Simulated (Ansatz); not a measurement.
# Static equation of state of glassy 80GeO2-20CaO (mol %) (98 atoms)

Density of this cell: 3.81 g/cm³. The cell holds 98 atoms: 28 Ge, 7 Ca and 63 O. Its edges and angles: a = 11.275 Å, b = 11.281 Å, c = 11.403 Å, α = 86.7°, β = 92.5°, γ = 89.8°. The starting structure: 98 atoms (28 Ge, 7 Ca, 63 O) placed at random at 3.67 g/cm³, melted at 4000 K for 10 ps at fixed volume with the Morse and Coulomb pair potential with partial charges (Pedone, Malavasi, Menziani, Cormack and Segre, J. Phys. Chem. B 110, 11780 (2006)). Quenched from 3000 K to 300 K at 50 K/ps and fixed volume, held 10 ps at zero pressure.

Calculated with Ansatz 0.2.0: Kohn-Sham DFT, PBE, PAW (set soft_2), plane waves; cutoff 420 eV, Γ point, fixed occupations. Cell and atoms were relaxed first, to V0 = 14.761 Å³ an atom at a residual P0 = 0.011 GPa. The cell was then scaled evenly, and the atoms were relaxed at each volume.

| volume (Å³/atom) | pressure (GPa) |
| --- | --- |
| 13.285 | ? |
| 13.875 | 2.770 |
| 14.318 | 1.294 |
| 15.203 | -1.156 |
| 15.646 | -2.182 |

Task: Fit the third-order Birch–Murnaghan equation to the rows given and extrapolate to the withheld row.

**Working.**

Take the Eulerian strain f = ½[(V0/V)^(2/3) − 1] and the normalised pressure F = (P − P0) / [3f(1 + 2f)^(5/2)]. The third-order Birch–Murnaghan equation is then the line F = B0 + (3/2)B0(B′ − 4) f, so u = f and v = F.

```
      u = f  v = F (GPa)
  0.0210565      39.3943
  0.0102568      39.6346
-0.00975646      41.8974
 -0.0190506      42.2910
```

With n = 4: mean u = 6.2655e-4, mean v = 40.8043, Σ(u − ū)² = 0.0010051, Σ(u − ū)(v − v̄) = -0.080673. Slope b = -0.080673 / 0.0010051 = -80.262; intercept a = v̄ − b ū = 40.855.

So B0 = a = 40.9 GPa and B′ = 4 + 2b/(3a) = 2.69. At the withheld volume f = 0.03638, F = a + b f = 37.93 GPa, and P = P0 + 3f(1 + 2f)^(5/2) F.

Prediction at 13.285: 4.947 GPa. The run gave 5.302 GPa, so the fit is low by 0.36 GPa (6.7 % of the value).

The series isn't one smooth equation of state: even a line fitted to all rows, the withheld one included, misses F by up to 2.7 %, the count of bonds changes along the series and an atom moves over 0.5 Å in some relaxation. B0 and B′ are then only the numbers of this fit, not moduli of the material. Among the rows given, the largest miss of the fit is at 13.875, by 0.016 GPa (0.21 % of the range of the table).

Limits: Static cells at zero temperature; the cell shape is held. The program notes that the SCF threshold of these relaxations is loose for the stress. The quench rate of 50 K/ps is many orders above laboratory rates, so the cell is likely richer in defects and strain than a real sample. The network of bonds at the start is that of the classical potential that made the cell, and needn't be the one that DFT or experiment would give. Only the Γ point is sampled, in a cell whose shortest periodic width is 11 Å.

[Logs are printed without paths, hosts, clocks, repeated set-up lines and the standing remarks that a program may print on its own settings, such as how far it seeks lower states.]

[Hosts, paths, dates, database ids (printed as entryN), source tags and the programs' standing remarks are cut or masked in the printed files.]
